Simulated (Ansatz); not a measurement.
# Kohn anomalies in TiRh (P4/mmm), part 2 of 2

Aim: see how the phonons of TiRh (P4/mmm) along the first symmetry line respond to the electronic smearing. The first relaxation steps of the session are not shown, so no cell shown is the starting entry, unless a step says so.

Ansatz 0.2.0; DFT PBEsol, scalar-relativistic, plane waves, PAW; PAW set soft_1.

So far. Step 2 (Relaxing tightly for phonons): The largest force is now zero by symmetry and the largest stress component 2.0e-4 GPa, small enough for phonons. Step 4 (Phonons along a line: Fermi–Dirac smearing of 0.25 eV): Against step 3 (now smearing width 0.25 eV), the free energy moves by -89.7 meV an atom. The relaxed cell has a = 2.923, c = 3.377 Å (conventional setting).

**5. Phonons along a line: Fermi–Dirac smearing of 0.04 eV**

The smearing blurs the Fermi surface that screens the phonons; a Fermi–Dirac width is an electronic temperature.

input.yaml

```yaml
crystal:
  lattice:
    - [2.9228186781, 0.0, 0.0]
    - [0.0, 2.9228186781, 0.0]
    - [0.0, 0.0, 3.377353648]
  atoms:
    - { symbol: Ti, position: [0.5, 0.5, 0.5] }
    - { symbol: Rh, position: [0.0, 0.0, 0.0] }
kpoints:
  mp_grid: { grid: [16, 16, 16] }
hamiltonian:
  xc: pbesol
  pseudopotentials: { kind: paw, azcp: { folder: soft_1 }, xc_functional: pbe }
scf:
  occupations: { method: fermi_dirac, width: 0.04 }
output:
  eigenvalues: true
phonons:
  method: dfpt
  qpoints:
    - [0, 0, 0]
    - [0.0, 0.0625, 0.0]
    - [0.0, 0.1875, 0.0]
    - [0.0, 0.3125, 0.0]
    - [0.0, 0.4375, 0.0]
```

Narrower smearing comes nearer the zero-temperature value but asks more of the mesh.

Command:

```console
$ ansatz run input.yaml --threads 4 --pin off --max-ram 12288MiB --backend cpu --events-out ev --progress --plain --runs-dir out
```

Numbers of over 12 decimals in the logs are rounded to 6 here.

The log of the run:

```text
[...]
Crystal: 2 atoms, lattice volume = 28.852 Å³
Basis set: ecut = 420 eV, 575 PW (Γ), exchange–correlation on 40×40×48 points (8 copies of the dense FFT grid, shifted against one another)
Bands: 19, of which v1, the nominal top of the filled ones, is band 15 counted from 1 (14 counted from 0)
Symmetry: 16 space group operations
k-points: 405 of 4096
[...]
SCF iter   1: F=—  HF=-8819.837957 eV  |F-HF|=—  |Δ(HF+E_count)|=         —  Δρ=3.82e-1  dr2=7.03e1  ethr=3.10e-3  ⟨swp⟩=4.1  Hψ=30038  notcnv=0
[...]
SCF iter  11: F=-8814.193137 eV  HF=-8814.193137 eV  |F-HF|=1.82e-12  |Δ(HF+E_count)|=  1.86e-10  Δρ=9.99e-8  dr2=1.63e-12  ethr=1.00e-12  ⟨swp⟩=4.1  Hψ=33020  notcnv=0
[...]
SCF 1 converged in 11 iterations: F = -8814.193137 eV  dr2 = 1.63e-12
[...]
SCF converged after 11 iterations
Free energy (F): -8814.193137 eV
[...]
Internal energy: -8814.180119 eV  (E = F + TS)
E sigma→0 (E₀):  -8814.186628 eV
Entropy (-TS):   -0.013019 eV (-6.509 meV/atom)
Fermi energy:    19.027539 eV
[...]
--- Band table (eV; the first three rows and the last of 405) ---
  k-point 0: bands = [... 11 lower, 16.5342, 16.5342, 17.4091, 19.2519, 20.3978, 21.7511, 21.8842, 21.8842]
  k-point 1: bands = [... 11 lower, 16.5420, 16.5420, 17.4217, 19.1991, 20.3801, 21.7301, 21.7953, 21.7953]
  k-point 2: bands = [... 11 lower, 16.5652, 16.5652, 17.4581, 19.0474, 20.3213, 21.5544, 21.5544, 21.6697]
  k-point 404: bands = [... 11 lower, 16.8512, 17.4875, 17.4875, 17.9645, 18.7926, 21.3548, 22.1505, 28.0000]
[...]
ASR residual: 5.926e-4 → 0.000e0 eV/Å²; symmetrization residual: 4.518e-6 eV/Å²
  ASR residual per site (eV/Å²): 5.93e-4 4.80e-4
  Γ frequencies (cm⁻¹): 0.00 0.00 0.00 188.83 188.83 197.55
[...]
--- Phonons (arbitrary-q DFPT): 5 explicit q-points ---
[...]
```

The job ended after 6.5 min (4 threads of Arm Neoverse V1, shared host; peak memory 2.1 GiB; 25 min of CPU time).

Each wavevector solved by linear response. The frequency by |q| along the line:

| \|q\| along the line (Å⁻¹) | mode 1 (cm⁻¹) | mode 2 (cm⁻¹) | mode 3 (cm⁻¹) | mode 4 (cm⁻¹) | mode 5 (cm⁻¹) | mode 6 (cm⁻¹) |
| --- | --- | --- | --- | --- | --- | --- |
| 0.000 | 0 | 0 | 0 | 189 | 189 | 198 |
| 0.134 | 17.1 | 18.4 | 41.4 | 188 | 191 | 199 |
| 0.403 | 50.7 | 53.7 | 114 | 186 | 200 | 214 |
| 0.672 | 84.5 | 84.6 | 161 | 170 | 191 | 265 |
| 0.941 | 101 | 112 | 144 | 179 | 183 | 319 |

Against step 3 (now smearing width 0.04 eV), the free energy moves by +16.3 meV an atom.

**6. Phonons along a line: Methfessel–Paxton smearing of 0.2 eV**

The smearing blurs the Fermi surface that screens the phonons; a Methfessel–Paxton width blurs it less than a thermal one.

Changes to input.yaml since step 5:

```diff
@@ -14,3 +14,3 @@
 scf:
-  occupations: { method: fermi_dirac, width: 0.04 }
+  occupations: { method: methfessel_paxton, width: 0.2 }
 output:
```

The log of the run:

```text
[...]
Crystal: 2 atoms, lattice volume = 28.852 Å³
Basis set: ecut = 420 eV, 575 PW (Γ), exchange–correlation on 40×40×48 points (8 copies of the dense FFT grid, shifted against one another)
Bands: 19, of which v1, the nominal top of the filled ones, is band 15 counted from 1 (14 counted from 0)
Symmetry: 16 space group operations
k-points: 405 of 4096
[...]
SCF iter   1: F=—  HF=-8819.830008 eV  |F-HF|=—  |Δ(HF+E_count)|=         —  Δρ=3.82e-1  dr2=7.03e1  ethr=3.10e-3  ⟨swp⟩=4.8  Hψ=62903  notcnv=0
[...]
SCF iter  11: F=-8814.187008 eV  HF=-8814.187008 eV  |F-HF|=0.00e0  |Δ(HF+E_count)|=  1.09e-11  S|Δr|=    0.00e0  Δρ=6.34e-8  dr2=9.83e-13  ethr=1.00e-12  ⟨swp⟩=10.0  Hψ=43719  notcnv=0
SCF 1 converged in 11 iterations: F = -8814.187008 eV  dr2 = 9.83e-13
[...]
SCF converged after 11 iterations
Stability not checked: this state was not tested for a lower state beside it, because cold or Methfessel-Paxton smearing, or corrected tetrahedra, fill the levels in a way that the test cannot read (fill_not_monotonic; see scf.lower_state_search)
Free energy (F): -8814.187008 eV
[...]
Internal energy: -8814.185278 eV  (E = F + TS)
E sigma→0 (E₀):  -8814.186575 eV
Entropy (-TS):   -0.001730 eV (-0.865 meV/atom)
Fermi energy:    19.027176 eV
[...]
--- Band table (eV; the first three rows and the last of 405) ---
  k-point 0: bands = [... 11 lower, 16.5345, 16.5345, 17.4084, 19.2512, 20.3972, 21.7502, 21.8831, 21.8831, ... 4 higher]
  k-point 1: bands = [... 11 lower, 16.5423, 16.5423, 17.4210, 19.1984, 20.3796, 21.7292, 21.7942, 21.7942, ... 4 higher]
  k-point 2: bands = [... 11 lower, 16.5655, 16.5655, 17.4574, 19.0467, 20.3208, 21.5533, 21.5533, 21.6689, ... 4 higher]
  k-point 404: bands = [... 11 lower, 16.8514, 17.4865, 17.4865, 17.9661, 18.7918, 21.3531, 22.1495, 28.0003, ... 4 higher]
[...]
ASR residual: 8.147e-5 → 0.000e0 eV/Å²; symmetrization residual: 2.858e-6 eV/Å²
  ASR residual per site (eV/Å²): 2.13e-5 8.15e-5
  Γ frequencies (cm⁻¹): 0.00 0.00 0.00 188.99 188.99 196.88
[...]
--- Phonons (arbitrary-q DFPT): 5 explicit q-points ---
[...]
```

Elapsed: 7.1 min, on 4 threads; peak memory 2.3 GiB; 27 min of CPU time.

Each wavevector solved by linear response. The frequency by |q| along the line:

| \|q\| along the line (Å⁻¹) | mode 1 (cm⁻¹) | mode 2 (cm⁻¹) | mode 3 (cm⁻¹) | mode 4 (cm⁻¹) | mode 5 (cm⁻¹) | mode 6 (cm⁻¹) |
| --- | --- | --- | --- | --- | --- | --- |
| 0.000 | 0 | 0 | 0 | 189 | 189 | 197 |
| 0.134 | 17.0 | 18.1 | 41.3 | 189 | 191 | 198 |
| 0.403 | 50.4 | 53.6 | 114 | 186 | 200 | 213 |
| 0.672 | 84.3 | 84.5 | 161 | 170 | 193 | 262 |
| 0.941 | 102 | 112 | 144 | 180 | 183 | 317 |

Against step 3 (now occupations Methfessel-Paxton and smearing width 0.2 eV), the free energy moves by +19.3 meV an atom.

**7. The lowest branch at each setting**

Table of lowest frequency by |q| along the line:

| \|q\| along the line (Å⁻¹) | fermi dirac 0.1 eV, k 16x16x16 (cm⁻¹) | fermi dirac 0.25 eV, k 16x16x16 (cm⁻¹) | fermi dirac 0.04 eV, k 16x16x16 (cm⁻¹) | methfessel paxton 0.2 eV, k 16x16x16 (cm⁻¹) |
| --- | --- | --- | --- | --- |
| 0.000 | 0 | 0 | 0 | 0 |
| 0.134 | 17.2 | 17.5 | 17.1 | 17.0 |
| 0.403 | 50.8 | 51.7 | 50.7 | 50.4 |
| 0.672 | 84.5 | 85.3 | 84.5 | 84.3 |
| 0.941 | 108 | 116 | 101 | 102 |

**8. Summary of results**

| Property | Result |
| --- | --- |
| phonon run of the rows without a label of their own | PBEsol, k 16×16×16 |
| lowest branch at the last solved point, Fermi–Dirac 0.1 eV | 108 cm⁻¹ at \|q\| = 0.941 Å⁻¹ |
| lowest branch at the last solved point, Fermi–Dirac 0.25 eV | 116 cm⁻¹ at \|q\| = 0.941 Å⁻¹ |
| lowest branch at the last solved point, Fermi–Dirac 0.04 eV | 101 cm⁻¹ at \|q\| = 0.941 Å⁻¹ |
| lowest branch at the last solved point, Methfessel–Paxton 0.2 eV | 102 cm⁻¹ at \|q\| = 0.941 Å⁻¹ |

A branch softens as the smearing narrows, the mark of a Kohn anomaly. The line holds 5 wavevectors, so a narrow dip between them would be missed. Between Fermi–Dirac 0.25 eV and Fermi–Dirac 0.04 eV the largest change, with modes counted by rank of frequency, is in mode 1 at |q| = 0.941 Å⁻¹, from 116 to 101 cm⁻¹, a softening that marks strong screening by the Fermi surface at that wavevector. Where branches cross, a count by rank can hide a softening. At the narrowest width the k mesh may not resolve the Fermi surface, so part of the change can be mesh noise. The PAW files were made for PBE; under other functionals the run regenerates their frozen core.

[Logs are printed without paths, hosts, clocks, repeated set-up lines and the standing remarks that a program may print on its own settings, such as how far it seeks lower states.]

[Hosts, paths, dates, database ids (printed as entryN), source tags and the programs' standing remarks are cut or masked in the printed files.]
